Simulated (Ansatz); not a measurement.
# The perfect Pd wire of staggered 4-rings about a central row, part 4 of 4

Aim: is the Pd wire of staggered 4-rings about a central row a metal or a semiconductor?

Ansatz 0.2.0; DFT PBE, plane waves, PAW; relaxation of a wire's period (the session's first sound run).

So far. Step 9 (At a strained period, period over the relaxed period …): Bands cross the Fermi level, as under PBE at the relaxed period, with an absolute moment of 3.66 μB a cell. Step 10 (Strain along the wire, period over the relaxed period …): Bands cross the Fermi level, as under PBE at the relaxed period, with an absolute moment of 5.26 μB a cell.

**11. A repeat with changed settings**

This step: DFT LDA, plane waves, PAW; bands of a perfect wire at the PBE geometry; changed: magnetization = {"spin_polarized": true, "initial_magnetization": 40}, scf.max_iter = 50 (Ansatz 0.2.0).

The input of the band run (LDA) is made doubtful on purpose.

input.yaml reads:

```yaml
crystal:
  lattice:
    - [11.48, 0.0, 0.0]
    - [0.0, 11.48, 0.0]
    - [0.0, 0.0, 4.7965220552]
  atoms:
    - { symbol: Pd, position: [0.296789744, 0.500020958, 0.0], spin: 0.35 }
    - { symbol: Pd, position: [0.500020958, 0.703252173, 0.0], spin: 0.35 }
    - { symbol: Pd, position: [0.500020958, 0.296789744, 0.0], spin: 0.35 }
    - { symbol: Pd, position: [0.703252173, 0.500020958, 0.0], spin: 0.35 }
    - { symbol: Pd, position: [0.500020958, 0.500020958, 0.250126601], spin: 0.56 }
    - { symbol: Pd, position: [0.356228976, 0.643812941, 0.5], spin: 0.35 }
    - { symbol: Pd, position: [0.356228976, 0.356228976, 0.5], spin: 0.35 }
    - { symbol: Pd, position: [0.643812941, 0.643812941, 0.5], spin: 0.35 }
    - { symbol: Pd, position: [0.643812941, 0.356228976, 0.5], spin: 0.35 }
    - { symbol: Pd, position: [0.500020958, 0.500020958, 0.749873399], spin: 0.56 }
magnetization:
  spin_polarized: true
  initial_magnetization: 40
kpoints:
  mp_grid: { grid: [1, 1, 13] }
  band_path: { path: ["Γ", Z], npoints: 50 }
scf:
  occupations: { method: fermi_dirac, width: 0.05 }
  max_iter: 50
hamiltonian:
  xc: lda
```

Launch:

```
$ ansatz run input.yaml --threads 8 --pin off --max-ram 16384MiB --backend cpu --events-out ev --progress --plain --runs-dir out
```

Numbers of over 12 decimals in the logs are rounded to 6 here.

The log of the run:

```text
Error: inconsistent input (crystal.atoms[].spin, magnetization.initial_magnetization): Σ_i spin_i = 3.920000 μB but magnetization.initial_magnetization = 40.000000 μB (|Δ| = 3.61e1 > 1e-4); adjust per-atom `spin:`, `per_species`, or `initial_magnetization` to agree
```

Run time: 0.02 s. Hardware: 8 threads of AMD EPYC 9R45, shared host; peak memory 0.045 GiB.

The input was rejected at the start.

The program's message: “Error: inconsistent input (crystal.atoms[].spin, magnetization.initial_magnetization): Σ_i spin_i = 3.920000 μB but magnetization.initial_magnetization = 40.000000 μB (|Δ| = 3.61e1 > 1e-4); adjust per …”

The change that led to it: magnetization.

**12. The same system on other settings**

This step: DFT LDA, plane waves, PAW; bands of a perfect wire at the PBE geometry; changed: scf.occupations = {"method": "gaussian", "width": 2.0}, scf.max_iter = 100 (Ansatz 0.2.0).

The input of the band run (LDA) is made doubtful on purpose.

input.yaml: that of step 11 with these lines changed.

```diff
@@ -18,3 +18,2 @@
   spin_polarized: true
-  initial_magnetization: 40
 kpoints:
@@ -23,4 +22,4 @@
 scf:
-  occupations: { method: fermi_dirac, width: 0.05 }
-  max_iter: 50
+  occupations: { method: gaussian, width: 2.0 }
+  max_iter: 100
 hamiltonian:
```

The log of the run:

```text
band count auto-derived: 166 (N_el = 180.0; filled up to band 90; 111 by the electrons, moments and atoms)
[...]
Crystal: 10 atoms, lattice volume = 632.136 Å³
Basis set: ecut = 420 eV, 12281 PW (Γ)
Bands: 166, of which v1, the nominal top of the filled ones, is band 90 counted from 1 (89 counted from 0)
Symmetry: 16 space group operations
[...]
k-points: 7 of 13
[...]
Starting moments: Σ|m| = 3.92 μB on 10 of 10 sites
[...]
SCF iter   1: F=—  HF=-68457.014510 eV  |F-HF|=—  |Δ(HF+E_count)|=         —  Δρ=5.45e-2 (↑5.45e-2 ↓3.80e-2)  dr2=7.58e1  dr2_m=5.32e-1  M=1.339 μB ∫|m|=1.358 μB  β_m=0.30  ethr=3.10e-3  ⟨swp⟩=10.9  Hψ=14443  notcnv=0
[...]
SCF iter  15: F=-68442.596629 eV  HF=-68442.596629 eV  |F-HF|=1.46e-10  |Δ(HF+E_count)|=  3.20e-10  Δρ=1.70e-7 (↑1.70e-7 ↓1.32e-7)  dr2=9.11e-11  dr2_m=1.00e-10  M=-0.000 μB ∫|m|=0.000 μB  ethr=5.67e-12  ⟨swp⟩=2.9  Hψ=4861  notcnv=0
SCF 1 converged in 15 iterations: F = -68442.596629 eV  dr2 = 9.11e-11
[...]
WARN: the starting moments were not kept: the SCF closed with an absolute magnetisation of 9.7e-6 μB, where they sum to 3.92 μB in size (10 sites). That is at most 0.1 of that sum. Measured as dr2_m measures the in/out step, that magnetisation stands 1.2e-11 eV from none, at or under the dr2_threshold of 1.0e-7 eV: it is no larger than a step whose dr2_m would equal this threshold. The system may hold no moment; this [...]
[...]
SCF converged after 15 iterations
Magnetization: -0.0000 μB (90.0000 up, 90.0000 down)
Absolute magnetization: 0.0000 μB (∫|ρ↑−ρ↓|, with the PAW one-centre terms)
[...]
Per-site moments (μB) at R_I (Å): [(2.1973991426715307e-7, 1.082190), (2.1973991413840033e-7, 1.082190), (2.1973991420749055e-7, 1.082190), (2.1973991435149436e-7, 1.082190), (-2.5454182555271523e-6, 0.988782), (2.0129968217734813e-7, 1.082472), (2.0129968230272155e-7, 1.082472), (2.0129968225504198e-7, 1.082472), (2.0129968202967222e-7, 1.082472), (-2.5454182556842113e-6, 0.988782)]
Free energy (F): -68442.596629 eV
[...]
Internal energy: -68420.479155 eV  (E = F + TS)
E sigma→0 (E₀):  -68431.537892 eV
Entropy (-TS):   -22.117474 eV (-2211.747 meV/atom)
Fermi energy:    0.971506 eV
[...]
--- Band table (eV; the first three rows and the last of 14) ---
  k-point 0 ↑: bands = [... 86 lower, -0.2506, 0.0009, 0.0031, 0.0649, 0.0744, 0.0744, 0.6449, 1.6396, ... 72 higher]
  k-point 1 ↑: bands = [... 86 lower, -0.2167, -0.0073, -0.0056, 0.0169, 0.0838, 0.0838, 0.5784, 1.6786, ... 72 higher]
  k-point 2 ↑: bands = [... 86 lower, -0.1647, -0.1198, -0.0297, -0.0292, 0.1191, 0.1191, 0.3881, 1.7993, ... 72 higher]
  k-point 6 ↓: bands = [... 86 lower, -0.2701, -0.2684, -0.2644, -0.2644, -0.1179, -0.1137, 0.9338, 0.9338, ... 72 higher]
```

Elapsed: 24 s, on 8 threads; peak memory 6.2 GiB.

Residual by cycle:

cycle, log10 residual and a bar from the least value:
```
        1        1.9 ##############################
        2        1.4 #############################
        4       -0.6 ########################
        5       -1.2 ######################
        6       -1.9 ####################
        7       -2.8 ##################
        9       -3.6 ################
       10       -4.5 ##############
       11       -5.0 #############
       12       -6.0 ##########
       14       -8.0 #####
       15      -10.0
```

The run finished. A setting was moved off its sound value on purpose, so it serves as a test and not as the result.

The fault put into the input: a smearing of electronvolts (scf.occupations = {"method": "gaussian", "width": 2.0}).

**13. Summary of results**

```yaml
cell_length_pbe: 4.797 Å
conductance_pbe: 6.02 G₀
absolute_moment_pbe: 4.36 μB
absolute_moment_lda: 4.01 μB
absolute_moment_pbesol: 4.43 μB
absolute_moment_r2scan: 5.73 μB
absolute_moment_with_spin_orbit_coupling: 4.00 μB
gap_period_scaled_by_0p97: none
gap_period_scaled_by_1p03: none
```

Under PBE the cell's length is 4.80 Å, the absolute moment is 4.36 μB a cell, and it is a metal with 5 spin-up and 7 spin-down channels next to the Fermi level, 6.02 G₀ at 300 K. A perfect wire passes every open channel, so the conductance counts half a G₀ for each forward-moving state at the Fermi level, spin by spin. Transport is coherent and elastic here: the atoms are frozen, so scattering by vibrations plays no part. In the perfect wire the moments were started parallel, and no opposed start was run. No search over magnetic orders was made; another may lie lower.

[Logs are printed without paths, hosts, clocks, repeated set-up lines and the standing remarks that a program may print on its own settings, such as how far it seeks lower states.]

[Hosts, paths, dates, database ids (printed as entryN), source tags and the programs' standing remarks are cut or masked in the printed files.]
